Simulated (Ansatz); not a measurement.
**How many bands does the GW gap of ZrSe3 (P2_1/m) need?**

Wanted: a G0W0 gap for ZrSe3 (P2_1/m) that is converged in bands and cutoff, or an estimate of the limit.

Calculated with Ansatz 0.2.0; G0W0 on r2SCAN, plane waves, PAW.

Report form: the programs' logs are mostly left out.

## Step 1: Starting point

Symmetry: P2_1/m, No. 11, monoclinic system. Conventional cell: a = 5.411 Å, b = 3.749 Å, c = 9.444 Å, α = 90.00°, β = 97.48°, γ = 90.00°. Nearest to Zr lie 8 Se at 2.72 to 2.87 Å. Nearest to Se lie 4 Zr at 2.72 to 2.87 Å. Nearest to Se lie 1 Se at 2.34 Å and 2 Zr at 2.73 Å. Nearest to Se lie 1 Se at 2.34 Å and 2 Zr at 2.74 Å. Farther neighbours and most contacts between anions are not listed.

The cell and positions come from the Crystallography Open Database and are kept as given unless a step says otherwise. The default PAW set here is soft_2. Its files were made with PBE.

## Step 2: 157 empty bands, screening to 51 eV

G0W0 replaces the xc potential by the self-energy, built once from these orbitals. Only a window of levels is corrected, while the sums run over the empty bands that the input names.

input.yaml reads:

```yaml
crystal:
  lattice:
    - [5.4109, 0.0, 0.0]
    - [0.0, 3.7488, 0.0]
    - [-1.2294209091, 0.0, 9.3636349901]
  atoms:
    - { symbol: Zr, position: [0.285, 0.25, 0.656] }
    - { symbol: Zr, position: [0.715, 0.75, 0.344] }
    - { symbol: Se, position: [0.762, 0.25, 0.554] }
    - { symbol: Se, position: [0.238, 0.75, 0.446] }
    - { symbol: Se, position: [0.456, 0.25, 0.174] }
    - { symbol: Se, position: [0.544, 0.75, 0.826] }
    - { symbol: Se, position: [0.888, 0.25, 0.169] }
    - { symbol: Se, position: [0.112, 0.75, 0.831] }
kpoints:
  mp_grid: { grid: [4, 4, 2] }
hamiltonian:
  xc: r2scan
scf:
  occupations: { method: fixed }
gw:
  n_empty_bands: 157
  ecut_chi: 51
  qp_bands: [v2, c2]
  qp_kpoints: band_edges
  screening: { model: contour_deformation }
```

Command:

```
$ ansatz run input.yaml --threads 3 --pin off --max-ram 92160MiB --backend cuda --events-out ev --progress --plain --runs-dir out --devices 1 --max-vram 13GiB
```

The job ended after 40 s (1 × NVIDIA H100 80GB HBM3 (shared by 6 runs) with 3 threads of AMD EPYC 7R13 (Zen 3), shared host; peak memory 1.8 GiB).

This step gave:

- bands summed: 217
- RPA ε∞ on this mesh (eigenvalues): 5.965, 11.10, 12.10
- plane waves in the screening matrix: 153
- q-points in the mesh: 32
- G0W0 gap on the mesh: 1.091 eV
- k of the valence top: 0, 0, 0
- k of the conduction bottom: -0.5, 0, 0
- starting gap on the mesh: 0.6314 eV
- Z at the valence top: 0.7710
- Z at the conduction bottom: 0.7723
- least direct G0W0 gap on the computed points: 1.315 eV

The gap on the mesh goes from 0.63 eV to 1.09 eV, a correction of +0.46 eV. Between the two edge states, bare exchange in place of the xc potential would open the gap by 5.28 eV, and correlation takes back 4.82 eV.

## Step 3: 444 empty bands, screening to 102 eV

Another rung: the empty bands reach about as high as the screening cutoff, so the two stay in balance.

Edit input.yaml of step 2 so:

```diff
@@ -21,4 +21,4 @@
 gw:
-  n_empty_bands: 157
-  ecut_chi: 51
+  n_empty_bands: 444
+  ecut_chi: 102
   qp_bands: [v2, c2]
```

The job ended after 73 s (1 × NVIDIA H100 80GB HBM3 (shared by 6 runs) with 3 threads; peak memory 2.7 GiB; 2.3 min of CPU time).

This step gave:

```yaml
bands_summed: 504
rpa_eps_infinity_on_this_mesh_eigenvalues: 5.901, 10.89, 11.88
plane_waves_in_the_screening_matrix: 445
q_points_in_the_mesh: 32
g0w0_gap_on_the_mesh: 1.209 eV
k_of_the_valence_top: 0, 0, 0
k_of_the_conduction_bottom: -0.5, 0, 0
starting_gap_on_the_mesh: 0.6314 eV
z_at_the_valence_top: 0.7650
z_at_the_conduction_bottom: 0.7673
least_direct_g0w0_gap_on_the_computed_points: 1.464 eV
```

Against the run with 4×4×2 mesh, 157 empty bands, screening to 51 eV, the gap moves by +0.12 eV.

## Step 4: 955 empty bands, screening to 170 eV

Edit input.yaml of step 3 so:

```diff
@@ -21,4 +21,4 @@
 gw:
-  n_empty_bands: 444
-  ecut_chi: 102
+  n_empty_bands: 955
+  ecut_chi: 170.0
   qp_bands: [v2, c2]
```

Run time: 3 min. Hardware: 1 × NVIDIA H100 80GB HBM3 (shared by 6 runs) with 3 threads; peak memory 5.6 GiB; 5.2 min of CPU time.

This step gave:

| Item | Value |
| --- | --- |
| bands summed | 1015 |
| RPA ε∞ on this mesh (eigenvalues) | 5.896, 10.88, 11.85 |
| plane waves in the screening matrix | 941 |
| G0W0 gap on the mesh | 1.250 eV |
| k of the valence top | 0, 0, 0 |
| k of the conduction bottom | -0.5, 0, 0 |
| starting gap on the mesh | 0.6314 eV |
| least direct G0W0 gap on the computed points | 1.547 eV |

Against the run with 4×4×2 mesh, 444 empty bands, screening to 102 eV, the gap moves by +0.04 eV.

## Step 5: Changing the k mesh: 2×4×2 mesh, 444 empty bands, screening to 102 eV

Only the mesh changes. It samples the long-range screening, which converges on its own terms. Bands and cutoff differ from the step before, so it is read against an earlier run that matches them.

Edit input.yaml of step 4 so:

```diff
@@ -15,3 +15,3 @@
 kpoints:
-  mp_grid: { grid: [4, 4, 2] }
+  mp_grid: { grid: [2, 4, 2] }
 hamiltonian:
@@ -21,4 +21,4 @@
 gw:
-  n_empty_bands: 955
-  ecut_chi: 170.0
+  n_empty_bands: 444
+  ecut_chi: 102
   qp_bands: [v2, c2]
```

Elapsed: 40 s, on 1 × NVIDIA H100 80GB HBM3 (shared by 6 runs) with 3 threads; peak memory 2.3 GiB; 73 s of CPU time.

This step gave:

```
bands summed                                 : 504
RPA ε∞ on this mesh (eigenvalues)            : 6.001, 12.40, 14.09
plane waves in the screening matrix          : 445
G0W0 gap on the mesh                         : 1.254 eV
k of the valence top                         : 0, 0, 0
k of the conduction bottom                   : -0.5, 0, 0
starting gap on the mesh                     : 0.6783 eV
least direct G0W0 gap on the computed points : 1.451 eV
```

Against the run with 4×4×2 mesh, 444 empty bands, screening to 102 eV, the gap moves by +0.04 eV, while the start moved by +0.05 eV.

## Step 6: Changing the frequency model: 4×4×2 mesh, 444 empty bands, screening to 102 eV, plasmon pole

A plasmon pole stands in for the full frequency dependence of the screening; this run shows what that costs in accuracy.

Edit input.yaml of step 5 so:

```diff
@@ -15,3 +15,3 @@
 kpoints:
-  mp_grid: { grid: [2, 4, 2] }
+  mp_grid: { grid: [4, 4, 2] }
 hamiltonian:
@@ -25,2 +25,2 @@
   qp_kpoints: band_edges
-  screening: { model: contour_deformation }
+  screening: { model: godby_needs }
```

Elapsed: 49 s, on 1 × NVIDIA H100 80GB HBM3 (shared by 6 runs) with 3 threads; peak memory 2.8 GiB; 82 s of CPU time.

This step gave:

| Property | Result |
| --- | --- |
| bands summed | 504 |
| plasmon-pole fit frequency | 29.52 eV |
| RPA ε∞ on this mesh (eigenvalues) | 5.901, 10.89, 11.88 |
| plane waves in the screening matrix | 445 |
| G0W0 gap on the mesh | 1.203 eV |
| k of the valence top | 0, 0, 0 |
| k of the conduction bottom | -0.5, 0, 0 |
| starting gap on the mesh | 0.6314 eV |
| least direct G0W0 gap on the computed points | 1.412 eV |

Against the run with 4×4×2 mesh, 444 empty bands, screening to 102 eV, the gap moves by −0.006 eV.

## Step 7: Changing the files: 4×4×2 mesh, 444 empty bands, screening to 102 eV, hard PAW files

Other atomic data (hard PAW) test the pseudisation: the cutoff goes from 500 to 820 eV, with the same valence electrons.

Edit input.yaml of step 6 so:

```diff
@@ -18,2 +18,3 @@
   xc: r2scan
+  pseudopotentials: { kind: paw, source: ansatz }
 scf:
@@ -25,2 +26,2 @@
   qp_kpoints: band_edges
-  screening: { model: godby_needs }
+  screening: { model: contour_deformation }
```

The job ended after 96 s (1 × NVIDIA H100 80GB HBM3 (shared by 6 runs) with 3 threads; peak memory 4.3 GiB; 2.7 min of CPU time).

Numbers from this step:

```
bands summed                                 : 504
RPA ε∞ on this mesh (eigenvalues)            : 5.898, 10.89, 11.88
plane waves in the screening matrix          : 445
G0W0 gap on the mesh                         : 1.213 eV
k of the valence top                         : 0, 0, 0
k of the conduction bottom                   : -0.5, 0, 0
starting gap on the mesh                     : 0.6328 eV
least direct G0W0 gap on the computed points : 1.465 eV
```

Against the run with 4×4×2 mesh, 444 empty bands, screening to 102 eV, the gap moves by +0.004 eV.

## Step 8: Convergence and cost

Times are wall times on 1 × NVIDIA H100 80GB HBM3 (shared by 6 runs) with 3 threads of AMD EPYC 7R13 (Zen 3), shared host. The host was busy with other work, so they are no guide to cost.

```
 mesh        files            frequency  bands summed  cutoff (eV)  start (eV)  G0W0 (eV)   time  host memory (GiB)
4×4×2  default PAW  contour deformation           217           51       0.631      1.091   40 s                1.8
4×4×2  default PAW  contour deformation           504          102       0.631      1.209   73 s                2.7
4×4×2  default PAW  contour deformation          1015          170       0.631      1.250  3 min                5.6
2×4×2  default PAW  contour deformation           504          102       0.678      1.254   40 s                2.3
4×4×2  default PAW         plasmon pole           504          102       0.631      1.203   49 s                2.8
4×4×2     hard PAW  contour deformation           504          102       0.633      1.213   96 s                4.3
```

The parts of the quasiparticle energy at the two band edges (eV; QP = start + Σx + Σc − Vxc):

```
       run               edge  start      Σx     Σc     Vxc     Z     QP
 217 bands        valence top   9.32  -18.13   2.10  -16.28  0.77   9.57
 217 bands  conduction bottom   9.95  -11.18  -2.72  -14.61  0.77  10.66
 504 bands        valence top   9.32  -18.13   1.67  -16.28  0.77   9.14
 504 bands  conduction bottom   9.95  -11.18  -3.04  -14.61  0.77  10.35
1015 bands        valence top   9.32  -18.13   1.45  -16.28  0.76   8.92
1015 bands  conduction bottom   9.95  -11.18  -3.22  -14.61  0.77  10.17
```

## Step 9: Summary of results

* 217 bands, 51 eV: 1.091 eV
* 504 bands, 102 eV: 1.209 eV
* 1015 bands, 170 eV: 1.250 eV
* estimated limit in bands and cutoff: 1.29 eV
* mesh and start: 4×4×2, r2SCAN

A line in one over the bands through the two highest rungs gives 1.29 eV, +0.04 eV from the top rung; the pair below gives 1.30 eV, in fair agreement. The rungs stand 0.20 eV (217 bands), 0.08 eV (504 bands) and 0.04 eV (1015 bands) from it. From 217 to 1015 bands the gap moves by +0.16 eV while the time grows 4.5-fold. Σc changes by −0.66 eV at the valence top and −0.50 eV at the conduction bottom, so the levels themselves move more than the gap between them. On the 2×4×2 mesh in place of 4×4×2 the gap differs by +0.04 eV, of which +0.05 eV is already in the start. The plasmon-pole model gives −0.01 eV against contour deformation, 1 % of the correction (the least direct gap moves by −0.05 eV). Hard PAW files move the gap by +0.004 eV at equal bands and cutoff, +0.001 eV of it in the start. The cheapest rung within 0.1 eV of this estimate is that with 504 bands (73 s). The 4×4×2 mesh is coarse for this cell (its supercell is 15 Å along the shortest edge). The RPA ε∞ on it, from the r2SCAN start, is 5.90, 10.88 and 11.85; such meshes misread the long-range screening, most where the gap is narrow. The many-body steps are scalar-relativistic: spin-orbit coupling is not in them.

[Paths, hosts, dates, memory and timing lines, banners, echoed tables and standing remarks are left out of the program output.]

[Logs are printed without paths, hosts, clocks, repeated set-up lines and the standing remarks that a program may print on its own settings, such as how far it seeks lower states.]

[Runs of the session that timed out or met a known fault of the program may be left out.]

[Cells called generated may have been cut or substituted from an entry of the Crystallography Open Database or the Materials Project.]

[Hosts, paths, dates, database ids (printed as entryN), source tags and the programs' standing remarks are cut or masked in the printed files.]
